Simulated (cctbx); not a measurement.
# Interatomic vectors of Ca4Cu5S10

Space group Cmce (no. 64), a = 12.7620 Å, b = 16.6590 Å, c = 7.5450 Å, α = 90.00°, β = 90.00°, γ = 90.00°, content Cu20 Ca16 S40.

The data are simulated with cctbx, not measured: synchrotron X-rays, λ = 0.6889 Å, to d = 0.75 Å, 70 % of the full sphere, strongest reflection 70000 counts, noise from counting, a 3 % proportional error and a noise floor of 15 counts (s.d.); no absorption, some extinction.

Patterson synthesis, origin scaled to 1000:

```text
Patterson group C m m m
      u       v       w   height  length (A)
  0.000   0.000   0.000   1000.0     0.00
  0.000   0.103   0.500    714.0     4.15
  0.124   0.000   0.500    444.7     4.09
  0.000   0.201   0.000    393.4     3.36
  0.124   0.101   0.000    364.9     2.31
  0.000   0.301   0.448    287.9     6.05
  0.000   0.500   0.418    283.8     8.91
  0.000   0.401   0.073    281.8     6.70
  0.124   0.203   0.500    238.6     5.31
  0.124   0.300   0.061    179.4     5.27
  0.125   0.400   0.419    160.7     7.55
  0.125   0.500   0.090    150.4     8.51
  0.000   0.372   0.500    140.8     7.26
  0.000   0.500   0.000    131.1     8.33
```

Q: Assign the vectors.

A peak at u stands for all pairs with xi − xj = u, with weight Σ ZiZj against Σ Z² = 33460 at the origin. Peak heights follow these weights only roughly, since form factors, motion and series ripples differ, all vectors within 0.55 Å of a peak are counted as merged into it though the farther ones add only part of their weight, and F(000) is left out, which lowers the whole map:

| u | v | w | shortest length (Å) | height | 1000 ΣZiZj/ΣZ² | pairs in the cell |
| --- | --- | --- | --- | --- | --- | --- |
| 0.000 | 0.103 | 0.500 | 4.14 | 714 | 1000 | 20 × Cu–Cu, 40 × S–S, 16 × Ca–Ca |
| 0.124 | 0.000 | 0.500 | 4.09 | 445 | 555 | 40 × Cu–S |
| 0.000 | 0.201 | 0.000 | 3.35 | 393 | 748 | 20 × Cu–Cu, 32 × S–S |
| 0.124 | 0.101 | 0.000 | 2.31 | 365 | 555 | 40 × Cu–S |
| 0.000 | 0.301 | 0.448 | 6.05 | 288 | 485 | 12 × Cu–Cu, 24 × S–S |
| 0.000 | 0.500 | 0.418 | 7.12 | 284 | 323 | 8 × Cu–Cu, 16 × S–S |
| 0.000 | 0.401 | 0.073 | 6.61 | 282 | 404 | 10 × Cu–Cu, 20 × S–S |
| 0.124 | 0.203 | 0.500 | 5.31 | 239 | 444 | 32 × Cu–S |
| 0.124 | 0.300 | 0.061 | 5.26 | 179 | 333 | 24 × Cu–S |
| 0.125 | 0.400 | 0.419 | 5.97 | 161 | 277 | 20 × Cu–S |

The table stops at ten peaks or at a height of 45, below which ripples compete. In the model behind the data Cu, the heaviest element, has 3 independent sites: (1/2, 0.7002, 0.9513), (1/2, 0.6031, 0.4668) and (1/2, 0, 1/2), up to an allowed shift of origin; the Cu–Cu vectors are differences of these positions and their symmetry mates. The whole model:

| atom | mult. | x | y | z | Ueq (Å²) |
| --- | --- | --- | --- | --- | --- |
| Cu1 | 8 | 1/2 | 0.7002 | 0.9513 | 0.0033 |
| Cu2 | 8 | 1/2 | 0.6031 | 0.4668 | 0.0039 |
| Cu3 | 4 | 1/2 | 0 | 1/2 | 0.0033 |
| Ca1 | 8 | 1/4 | 0.1908 | 3/4 | 0.0049 |
| Ca2 | 8 | 1/4 | 0.9364 | 3/4 | 0.0046 |
| S1 | 16 | 0.1198 | 0.9089 | 0.0426 | 0.0037 |
| S2 | 16 | 0.3718 | 0.3063 | 0.5596 | 0.0038 |
| S3 | 8 | 0.8819 | 0 | 1/2 | 0.0049 |

The model is made up (kin elements in a known structure type, no relaxation), so it says nothing on whether the phase exists.

[Logs are printed without paths, hosts, clocks, repeated set-up lines and the standing remarks that a program may print on its own settings, such as how far it seeks lower states.]
